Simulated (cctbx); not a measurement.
## Diagnosing a refinement

Cell a = 9.2160 Å, b = 9.2160 Å, c = 6.6250 Å, α = 90.00°, β = 90.00°, γ = 120.00°; space group P6_3/mcm (no. 193). The compound is Y5HPb3.

Simulated single-crystal data (cctbx): synchrotron X-rays, λ = 0.4959 Å, to d = 0.75 Å, 70 % of the full sphere, strongest reflection 40000 counts, noise from counting, a 2 % proportional error and a noise floor of 8 counts (s.d.); no absorption, and some extinction, which the refinements don't model.

An anisotropic refinement with weights 1/σ² prints:

```text
Rint 0.022, 243 unique reflections to 0.75 A
cycle     R1     wR2    GooF  max shift (A)
   1  0.0514  0.1269  12.527   0.00127
   2  0.0061  0.0123   1.212   0.00000
final R1 0.0061 wR2 0.0123 GooF 1.212  parameters 10  data/parameter 24.3
atom        x        y        z      Ueq    occ   su(xyz)  su(Uiso or U11)
Pb1    0.39010  0.39010  0.75000   0.0098  1.000  0.00001  0.0001
Y1     0.74940  0.74940  0.75000   0.0164  1.000  0.00003  0.0001
Y2     0.33333  0.66667  0.00000   0.0246  1.000  0.00000  0.0001
difference map: max 0.95 min -0.59 rms 0.11
Q1    0.0000  0.0000  0.0000    2    0.95  2.84 A from Y1
Q2    0.1193  0.2984  0.2500   12    0.36  1.48 A from Y1
Q3    0.0622  0.2069  0.9758   24    0.26  1.72 A from Y1
Q4    0.2250  0.4815  0.5497   24    0.24  1.52 A from Y2
Q5    0.3333  0.6667  0.2500    4    0.23  1.66 A from Y2
Q6    0.0000  0.1361  0.0074   12    0.23  2.01 A from Y1
```

Q: Accept it or mend it, and why?

Mend it. The fault: an atom left out, H at (0, 0, 1/2). Against the right model at the same level, R1 goes from 0.0059 to 0.0061 and GooF from 1.15 to 1.21 and the top difference peak, 0.9 e/Å³, lies 2.84 Å from Y1. Q1 is the missing atom. With scattering power missing, scale and phases suffer, so peaks may also grow on the heavy atoms.

The compound is Y5HPb3. The right model at the same level gives:

```text
Rint 0.022, 243 unique reflections to 0.75 A
cycle     R1     wR2    GooF  max shift (A)
   1  0.0511  0.1268  12.541   0.00129
   2  0.0059  0.0116   1.151   0.00000
final R1 0.0059 wR2 0.0116 GooF 1.151  parameters 11  data/parameter 22.1
atom        x        y        z      Ueq    occ   su(xyz)  su(Uiso or U11)
Pb1    0.39010  0.39010  0.75000   0.0099  1.000  0.00001  0.0000
Y1     0.74940  0.74940  0.75000   0.0164  1.000  0.00003  0.0001
Y2     0.33333  0.66667  0.00000   0.0246  1.000  0.00000  0.0001
H1     0.00000  0.00000  0.50000   0.0410  1.000  0.00000  0.0255
difference map: max 0.37 min -0.57 rms 0.11
Q1    0.1192  0.2982  0.2500   12    0.37  1.48 A from Y1
Q2    0.0742  0.2093  0.5205   24    0.26  1.70 A from H1
Q3    0.2253  0.4817  0.5454   24    0.25  1.51 A from Y2
Q4    0.3333  0.6667  0.2500    4    0.24  1.66 A from Y2
Q5    0.0000  0.3532  0.0098   12    0.23  1.63 A from Pb1
Q6    0.0689  0.4243  0.0015   24    0.23  1.74 A from Pb1
```

Isotropic U is held between 0.0001 and 1 Å² by the program, and listed peak heights are interpolated, so they can pass the grid's maximum.

This is a model crystal, built by substitution and not relaxed, with assumed displacement parameters.

[Middle refinement cycles are left out of these outputs.]

[Logs are printed without paths, hosts, clocks, repeated set-up lines and the standing remarks that a program may print on its own settings, such as how far it seeks lower states.]
